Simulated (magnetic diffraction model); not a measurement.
**Magnetic neutron pattern of FeAg₂Br₄**

Space group I4/mcm (no. 140), a = 6.7550 Å, c = 29.9440 Å.

```
site  atom       x       y       z
  8g    Ag       0     1/2  0.3214
  8f    Ag       0       0  0.0722
  8e    Br     3/4     1/4     1/4
  8h    Br  0.7638  0.2638       0
  8f    Br     1/2     1/2  0.1739
  8g    Br     1/2       0  0.4235
  4a    Fe       0       0     1/4
  4d    Fe     1/2       0       0
```

This is a made-up structure (elements placed in a structure type, unrelaxed), so the numbers test the method and describe no known phase.

Only Fe is taken to order (form factors of Fe2+); orders and moment sizes are assumed, and not adapted to the symmetry. Radiation: neutrons of λ = 2.567 Å, 5° to 50°; isotropic B of 0.27 Å² (Ag), 0.34 Å² (Br) and 0.38 Å² (Fe). Simulated constant-wavelength pattern: nuclear and magnetic terms add, the magnetic one as |2.695 fm × Σ f S⊥ exp(2πi Q·r) exp(−B s²)|², summed over all Q at one angle with the factor 1/(sin²θ cos θ). For collinear order S is the moment m, which repeats by lattice and centring translations R with the sign exp(−2πi k·R). Free-ion form factors, Sears's scattering lengths of 1992, no absorption; a label names one of the reflections at its angle. The strongest nuclear line in the range is 100, and lines under 0.2 are left out.

Assume the order k = (0 0 1), collinear moments along [100], 3.79 μB on Fe; signs + at (0, 0, 1/4), + at (1/2, 1/2, 1/4), − at (1/2, 0, 0), − at (0, 1/2, 0).

Q: Where does magnetic intensity appear, and how strong is it?

```tsv
2θ (°)	index	nuclear	magnetic
14.78	(0 0 3)	0.0	35.7
19.75	(0 0 4)	100.0	0.0
24.75	(0 0 5)	0.0	11.9
31.58	(1 1 1)	0.0	14.1
32.77	(1 1 2)	60.9	0.0
34.66	(1 1 3)	0.0	13.1
34.92	(0 0 7)	0.0	5.4
40.11	(0 0 8)	0.4	0.0
40.21	(1 1 5)	0.0	10.7
43.67	(1 1 6)	18.5	0.0
44.67	(2 0 0)	79.9	0.0
44.97	(2 0 1)	0.0	5.9
45.38	(0 0 9)	0.0	2.8
47.30	(2 0 3)	0.0	5.6
47.50	(1 1 7)	0.0	7.8
49.28	(2 0 4)	38.3	0.0
```

The strongest magnetic line in the range is (0 0 3) at 14.78° (35.7). Below the range, at 4.91°, lies the magnetic line (0 0 1) with 334. On top of the Lorentz factor, which all lines share, magnetic lines fade with angle because f falls: for Fe2+ it is 0.90, 0.68, 0.45 and 0.15 at sin θ/λ = 0.1, 0.2, 0.3 and 0.5 Å⁻¹, while nuclear lengths stay constant. The order has no net moment.

[Logs are printed without paths, hosts, clocks, repeated set-up lines and the standing remarks that a program may print on its own settings, such as how far it seeks lower states.]
